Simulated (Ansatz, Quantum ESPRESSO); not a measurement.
# Conductance against width: vacuum gaps between two Rh(111) faces, part 2 of 5

Aim: how the conductance falls as the barrier grows, for vacuum gaps between two Rh(111) faces.

Quantum ESPRESSO 7.5; plane-wave DFT, PBEsol, GBRV ultrasoft pseudopotentials; cross-check by Ansatz 0.2.0 with PAW datasets.

So far. Step 2 (Ground state, 3.5 Å): The run needed 12 iterations to bring the estimated error under 1e-07 Ry; the largest force on any atom, held or free, is 0.37 eV/Å.

### Step 3. The open system, 3.5 Å

Level of this step: transmission by pwcond, lead and junction from one cell; plane-wave DFT, PBEsol, GBRV ultrasoft pseudopotentials (Quantum ESPRESSO).

prefixt takes both regions from one run: the lead from 0 to bdl, the scattering region from bdl to bds (units of alat). ikind = 1 puts the same lead on both sides. The program's T_tot counts both spins in a run without spin; the tables below give T per spin.

Contents of j0.cond.in:

```
&inputcond
  outdir = './out'
  prefixt = 'j0.scf'
  tran_file = 'j0.cond.dat'
  bdl = 2.4494897417
  bds = 15.1728041402
  ikind = 1
  ewind = 4.0
  epsproj = 1e-05
  nz1 = 7
  energy0 = 0.4
  denergy = -0.4
/
10
  0.00000000 0.00000000 0.01562500
  0.00000000 0.12500000 0.09375000
  0.00000000 0.25000000 0.09375000
  0.00000000 0.37500000 0.09375000
  0.00000000 0.50000000 0.04687500
  0.12500000 0.25000000 0.09375000
  0.12500000 0.37500000 0.18750000
  0.12500000 0.50000000 0.18750000
  0.25000000 0.50000000 0.09375000
  0.25000000 0.62500000 0.09375000
3
```

The run is started by

```console
OMP_NUM_THREADS=1 mpirun -n 4 pwcond.x -in j0.cond.in > j0.cond.out
```

Output:

```text
[banner, memory and clock lines left out]
Program PWCOND v.7.5 starts

          URL

     ./out/j0.scf.save/

     IMPORTANT: XC functional enforced from input :
     Exchange-correlation= PBESOL
                           (   1   4  10   8   0   0   0)
     Any further DFT definition will be discarded
     Please, verify this is what you really want

     negative rho (up, down):  1.075E+00 0.000E+00
     Reading collected, re-writing distributed wavefunctions

===== INPUT FILE containing all the regions =====

     GEOMETRY:

     lattice parameter (alat)  =       5.1178  a.u.
     the volume                =    1761.3449 (a.u.)^3
     the cross section         =      22.6828 (a.u.)^2
     l of the unit cell        =      15.1728 (alat)
     number of atoms/cell      =           18
     number of atomic types    =            1

     crystal axes: (cart. coord. in units of alat)
               a(1) = (  1.0000  0.0000  0.0000 )
               a(2) = (  0.5000  0.8660  0.0000 )
               a(3) = (  0.0000  0.0000 15.1728 )

   Cartesian axes

     site n.     atom                  positions (alat units)
          1        Rh     tau(  1)=(  0.0000  0.0000 15.1728  )
          2        Rh     tau(  2)=(  0.5000  0.2887  0.8165  )
          3        Rh     tau(  3)=(  1.0000  0.5774  1.6330  )
          4        Rh     tau(  4)=(  0.0000  0.0000  2.4495  )
          5        Rh     tau(  5)=(  0.5000  0.2887  3.2660  )
          6        Rh     tau(  6)=(  1.0000  0.5774  4.0825  )
          7        Rh     tau(  7)=(  0.0000  0.0000  4.8990  )
          8        Rh     tau(  8)=(  0.5000  0.2887  5.7155  )
          9        Rh     tau(  9)=(  1.0000  0.5774  6.5320  )
         10        Rh     tau( 10)=(  0.0000  0.0000  7.8243  )
         11        Rh     tau( 11)=(  0.5000  0.2887  8.6408  )
         12        Rh     tau( 12)=(  1.0000  0.5774  9.4573  )
         13        Rh     tau( 13)=(  0.0000  0.0000 10.2738  )
         14        Rh     tau( 14)=(  0.5000  0.2887 11.0903  )
         15        Rh     tau( 15)=(  1.0000  0.5774 11.9068  )
         16        Rh     tau( 16)=(  0.0000  0.0000 12.7233  )
         17        Rh     tau( 17)=(  0.5000  0.2887 13.5398  )
         18        Rh     tau( 18)=(  1.0000  0.5774 14.3563  )

     nr1s                      =           24
     nr2s                      =           24
     nr3s                      =          320
     nr1sx                     =           24
     nr2sx                     =           24
     nr3sx                     =          320
     nr1                       =           24
     nr2                       =           24
     nr3                       =          360
     nr1x                      =           24
     nr2x                      =           24
     nr3x                      =          360

 _______________________________
  Radii of nonlocal spheres:

     type       ibeta     ang. mom.          radius (alat units)
       Rh         1         0                    0.4936
       Rh         2         0                    0.4936
       Rh         3         1                    0.4936
       Rh         4         1                    0.4936
       Rh         5         2                    0.4936
       Rh         6         2                    0.4936
       Rh         7         2                    0.4936
----- General information -----

--- T calc. with identical leads (ikind=1) ---

     nrx                       =           24
     nry                       =           24
     nz1                       =            7

     energy0               =         4.0E-01
     denergy               =        -4.0E-01
     nenergy               =          3
     ecut2d                =         4.0E+01
     ewind                 =         4.0E+00
     epsproj               =         1.0E-05

     number of k_|| points=   10
                       cryst. coord.
        k(    1) = (   0.0000000   0.0000000), wk =   0.0156250
        k(    2) = (   0.0000000   0.1250000), wk =   0.0937500
        k(    3) = (   0.0000000   0.2500000), wk =   0.0937500
        k(    4) = (   0.0000000   0.3750000), wk =   0.0937500
        k(    5) = (   0.0000000   0.5000000), wk =   0.0468750
        k(    6) = (   0.1250000   0.2500000), wk =   0.0937500
        k(    7) = (   0.1250000   0.3750000), wk =   0.1875000
        k(    8) = (   0.1250000   0.5000000), wk =   0.1875000
        k(    9) = (   0.2500000   0.5000000), wk =   0.0937500
        k(   10) = (   0.2500000   0.6250000), wk =   0.0937500
----- Information about left/right lead -----

     nocros                   =           23
     noins                    =           46
     norb                     =           92
     norbf                    =          368
     nrz                      =           52

      iorb      type   ibeta   ang. mom.   m       position (alat)
        1        1       1        0        1   taunew(   1)=(  0.0000  0.0000  0.0000)
        2        1       2        0        1   taunew(   2)=(  0.0000  0.0000  0.0000)
        3        1       3        1        1   taunew(   3)=(  0.0000  0.0000  0.0000)
        4        1       3        1        2   taunew(   4)=(  0.0000  0.0000  0.0000)
        5        1       3        1        3   taunew(   5)=(  0.0000  0.0000  0.0000)
        6        1       4        1        1   taunew(   6)=(  0.0000  0.0000  0.0000)
        7        1       4        1        2   taunew(   7)=(  0.0000  0.0000  0.0000)
        8        1       4        1        3   taunew(   8)=(  0.0000  0.0000  0.0000)
        9        1       5        2        1   taunew(   9)=(  0.0000  0.0000  0.0000)
       10        1       5        2        2   taunew(  10)=(  0.0000  0.0000  0.0000)
       11        1       5        2        3   taunew(  11)=(  0.0000  0.0000  0.0000)
       12        1       5        2        4   taunew(  12)=(  0.0000  0.0000  0.0000)
       13        1       5        2        5   taunew(  13)=(  0.0000  0.0000  0.0000)
       14        1       6        2        1   taunew(  14)=(  0.0000  0.0000  0.0000)
       15        1       6        2        2   taunew(  15)=(  0.0000  0.0000  0.0000)
       16        1       6        2        3   taunew(  16)=(  0.0000  0.0000  0.0000)
       17        1       6        2        4   taunew(  17)=(  0.0000  0.0000  0.0000)
       18        1       6        2        5   taunew(  18)=(  0.0000  0.0000  0.0000)
       19        1       7        2        1   taunew(  19)=(  0.0000  0.0000  0.0000)
       20        1       7        2        2   taunew(  20)=(  0.0000  0.0000  0.0000)
       21        1       7        2        3   taunew(  21)=(  0.0000  0.0000  0.0000)
[...]
343        1       7        2        3   taunew( 343)=(  1.0000  0.5774 11.9068)
      344        1       7        2        4   taunew( 344)=(  1.0000  0.5774 11.9068)
      345        1       7        2        5   taunew( 345)=(  1.0000  0.5774 11.9068)
      346        1       1        0        1   taunew( 346)=(  0.0000  0.0000 12.7233)
      347        1       2        0        1   taunew( 347)=(  0.0000  0.0000 12.7233)
      348        1       3        1        1   taunew( 348)=(  0.0000  0.0000 12.7233)
      349        1       3        1        2   taunew( 349)=(  0.0000  0.0000 12.7233)
      350        1       3        1        3   taunew( 350)=(  0.0000  0.0000 12.7233)
      351        1       4        1        1   taunew( 351)=(  0.0000  0.0000 12.7233)
      352        1       4        1        2   taunew( 352)=(  0.0000  0.0000 12.7233)
      353        1       4        1        3   taunew( 353)=(  0.0000  0.0000 12.7233)
      354        1       5        2        1   taunew( 354)=(  0.0000  0.0000 12.7233)
      355        1       5        2        2   taunew( 355)=(  0.0000  0.0000 12.7233)
      356        1       5        2        3   taunew( 356)=(  0.0000  0.0000 12.7233)
      357        1       5        2        4   taunew( 357)=(  0.0000  0.0000 12.7233)
      358        1       5        2        5   taunew( 358)=(  0.0000  0.0000 12.7233)
      359        1       6        2        1   taunew( 359)=(  0.0000  0.0000 12.7233)
      360        1       6        2        2   taunew( 360)=(  0.0000  0.0000 12.7233)
      361        1       6        2        3   taunew( 361)=(  0.0000  0.0000 12.7233)
      362        1       6        2        4   taunew( 362)=(  0.0000  0.0000 12.7233)
      363        1       6        2        5   taunew( 363)=(  0.0000  0.0000 12.7233)
      364        1       7        2        1   taunew( 364)=(  0.0000  0.0000 12.7233)
      365        1       7        2        2   taunew( 365)=(  0.0000  0.0000 12.7233)
      366        1       7        2        3   taunew( 366)=(  0.0000  0.0000 12.7233)
      367        1       7        2        4   taunew( 367)=(  0.0000  0.0000 12.7233)
      368        1       7        2        5   taunew( 368)=(  0.0000  0.0000 12.7233)
 ngper, shell number =           73          10
 ngper, n2d =           73          64
---  E-Ef =    0.4000000  k =    0.0000000   0.0000000
---  ie =          1  ik =          1
 Nchannels of the left tip =            3
 Right moving states:
   k1(2pi/a)   k2(2pi/a)   E-Ef (eV)
   0.3091115   0.0000012   0.4000000
   0.3091115   0.0000012   0.4000000
   0.3824485   0.0000018   0.4000000
 Left moving states:
   k1(2pi/a)   k2(2pi/a)   E-Ef (eV)
  -0.3091117   0.0000012   0.4000000
  -0.3091117   0.0000012   0.4000000
  -0.3824485   0.0000018   0.4000000

 to transmit
 Band j to band i transmissions and reflections:
    j         i     |T_ij|^2    |R_ij|^2

    1 -->     1     0.03557     0.00018
    1 -->     2     0.00000     0.96424
    1 -->     3     0.00000     0.00000
   Total T_j, R_j =    0.03557  0.96443

    2 -->     1     0.00000     0.96424
    2 -->     2     0.03557     0.00018
    2 -->     3     0.00000     0.00000
   Total T_j, R_j =    0.03557  0.96443

    3 -->     1     0.00000     0.00000
    3 -->     2     0.00000     0.00000
    3 -->     3     0.62834     0.37166
   Total T_j, R_j =    0.62834  0.37166

E-Ef(ev), T(x2 spins) =    0.4000000   1.3989692
---  E-Ef =    0.0000000  k =    0.0000000   0.0000000
---  ie =          2  ik =          1
 Nchannels of the left tip =            3
 Right moving states:
   k1(2pi/a)   k2(2pi/a)   E-Ef (eV)
   0.0998683   0.0000012   0.0000000
   0.0998683   0.0000012   0.0000000
   0.3008129   0.0000018   0.0000000
 Left moving states:
   k1(2pi/a)   k2(2pi/a)   E-Ef (eV)
  -0.0998685   0.0000012   0.0000000
  -0.0998685   0.0000012   0.0000000
  -0.3008129   0.0000018   0.0000000

 to transmit
 Band j to band i transmissions and reflections:
    j         i     |T_ij|^2    |R_ij|^2

    1 -->     1     0.00820     0.99109
    1 -->     2     0.00000     0.00071
    1 -->     3     0.00000     0.00000
   Total T_j, R_j =    0.00820  0.99180

    2 -->     1     0.00000     0.00071
    2 -->     2     0.00820     0.99109
    2 -->     3     0.00000     0.00000
   Total T_j, R_j =    0.00820  0.99180

    3 -->     1     0.00000     0.00000
    3 -->     2     0.00000     0.00000
    3 -->     3     0.92966     0.07034
   Total T_j, R_j =    0.92966  0.07034

E-Ef(ev), T(x2 spins) =    0.0000000   1.8921029
---  E-Ef =   -0.4000000  k =    0.0000000   0.0000000
---  ie =          3  ik =          1
 Nchannels of the left tip =            3
 Right moving states:
   k1(2pi/a)   k2(2pi/a)   E-Ef (eV)
  -0.0634778   0.0000012  -0.4000000
  -0.0634778   0.0000012  -0.4000000
   0.2362852   0.0000018  -0.4000000
 Left moving states:
   k1(2pi/a)   k2(2pi/a)   E-Ef (eV)
   0.0634777   0.0000012  -0.4000000
   0.0634777   0.0000012  -0.4000000
  -0.2362852   0.0000018  -0.4000000

 to transmit
 Band j to band i transmissions and reflections:
    j         i     |T_ij|^2    |R_ij|^2

    1 -->     1     0.00162     0.99823
    1 -->     2     0.00000     0.00015
    1 -->     3     0.00000     0.00000
   Total T_j, R_j =    0.00162  0.99838

    2 -->     1     0.00000     0.00015
    2 -->     2     0.00162     0.99823
    2 -->     3     0.00000     0.00000
   Total T_j, R_j =    0.00162  0.99838

    3 -->     1     0.00000     0.00000
    3 -->     2     0.00000     0.00000
    3 -->     3     0.99484     0.00516
   Total T_j, R_j =    0.99484  0.00516

E-Ef(ev), T(x2 spins) =   -0.4000000   1.9961771
 ngper, shell number =           73          39
 ngper, n2d =           73          62
[... further energies and points left out ...]
---  E-Ef =    0.4000000  k =    0.2500000   0.6250000
---  ie =          1  ik =         10
 Nchannels of the left tip =            2
 Right moving states:
   k1(2pi/a)   k2(2pi/a)   E-Ef (eV)
   0.1054561   0.0000006   0.4000000
   0.4219600   0.0000011   0.4000000
 Left moving states:
   k1(2pi/a)   k2(2pi/a)   E-Ef (eV)
  -0.1053153   0.0000006   0.4000000
  -0.4225712   0.0000011   0.4000000

 to transmit
 Band j to band i transmissions and reflections:
    j         i     |T_ij|^2    |R_ij|^2

    1 -->     1     0.03509     0.39680
    1 -->     2     0.02182     0.54629
   Total T_j, R_j =    0.05692  0.94308

    2 -->     1     0.02073     0.54628
    2 -->     2     0.04268     0.39030
   Total T_j, R_j =    0.06342  0.93658

E-Ef(ev), T(x2 spins) =    0.4000000   0.2406613
---  E-Ef =    0.0000000  k =    0.2500000   0.6250000
---  ie =          2  ik =         10
 Nchannels of the left tip =            2
 Right moving states:
   k1(2pi/a)   k2(2pi/a)   E-Ef (eV)
   0.1397303  -0.0000001   0.0000000
   0.1839590   0.0000012   0.0000000
 Left moving states:
   k1(2pi/a)   k2(2pi/a)   E-Ef (eV)
  -0.1387037  -0.0000002   0.0000000
  -0.1849863   0.0000012   0.0000000

 to transmit
 Band j to band i transmissions and reflections:
    j         i     |T_ij|^2    |R_ij|^2

    1 -->     1     0.04114     0.86986
    1 -->     2     0.04591     0.04309
   Total T_j, R_j =    0.08705  0.91295

    2 -->     1     0.09616     0.04314
    2 -->     2     0.38126     0.47944
   Total T_j, R_j =    0.47742  0.52258

E-Ef(ev), T(x2 spins) =    0.0000000   1.1289379
---  E-Ef =   -0.4000000  k =    0.2500000   0.6250000
---  ie =          3  ik =         10
 Nchannels of the left tip =            0
 Right moving states:
   k1(2pi/a)   k2(2pi/a)   E-Ef (eV)
 Left moving states:
   k1(2pi/a)   k2(2pi/a)   E-Ef (eV)

 to transmit
          E-Ef(ev), T =   -0.4000000   0.0000000
   T_tot     0.40000      0.99754E+00
   T_tot     0.00000      0.16421E+01
   T_tot    -0.40000      0.12804E+01

Note: The following floating-point exceptions are signalling: IEEE_UNDERFLOW_FLAG
Note: The following floating-point exceptions are signalling: IEEE_UNDERFLOW_FLAG
Note: The following floating-point exceptions are signalling: IEEE_UNDERFLOW_FLAG
Note: The following floating-point exceptions are signalling: IEEE_UNDERFLOW_FLAG
```

Wall time 64 s (4 MPI ranks of Arm Neoverse V1, shared host); peak memory 0.28 GiB.

Numbers from this step:

| Property | Result |
| --- | --- |
| lead channels at the Fermi level, one spin | 2.062 |
| transmission at the Fermi level, one spin | 0.8211 |
| conductance | 0.8211 G₀ |

Per spin; mean over the k mesh across the current. The open channels, zone mean by energy, zero at the Fermi level:

```csv
energy (eV),"open channels, zone mean"
-0.400,1.59
0.000,2.06
0.400,1.69
```

Per spin; mean over the k mesh across the current. Table of transmission, zone mean by energy, zero at the Fermi level:

```csv
energy (eV),"transmission, zone mean"
-0.400,0.640
0.000,0.821
0.400,0.499
```

At 0.000 eV; k in fractions of b1, b2. Transmission by k point:

```csv
k1,k2,weight,t,channels
0,0,0.01562,0.9461,3
0,0.125,0.09375,1.012,2
0,0.25,0.09375,0.8691,2
0,0.375,0.09375,0.5739,3
0,0.5,0.04688,0.5122,3
0.125,0.25,0.09375,0.9787,2
0.125,0.375,0.1875,0.841,2
0.125,0.5,0.1875,1.035,2
0.25,0.5,0.09375,0.5939,1
0.25,0.625,0.09375,0.5645,2
```

The run is unpolarised; a magnetic state was not tried, may lie lower and would change T.

(Continued in part 3 of 5.)

[Logs are printed without paths, hosts, clocks, repeated set-up lines and the standing remarks that a program may print on its own settings, such as how far it seeks lower states.]

[Hosts, paths, dates, database ids (printed as entryN), source tags and the programs' standing remarks are cut or masked in the printed files.]

[Maps of the electrostatic potential energy from Ansatz leave out the sawtooth potential of an applied field or a dipole correction, so their vacuum need not be flat; planar profiles and work functions include it.]
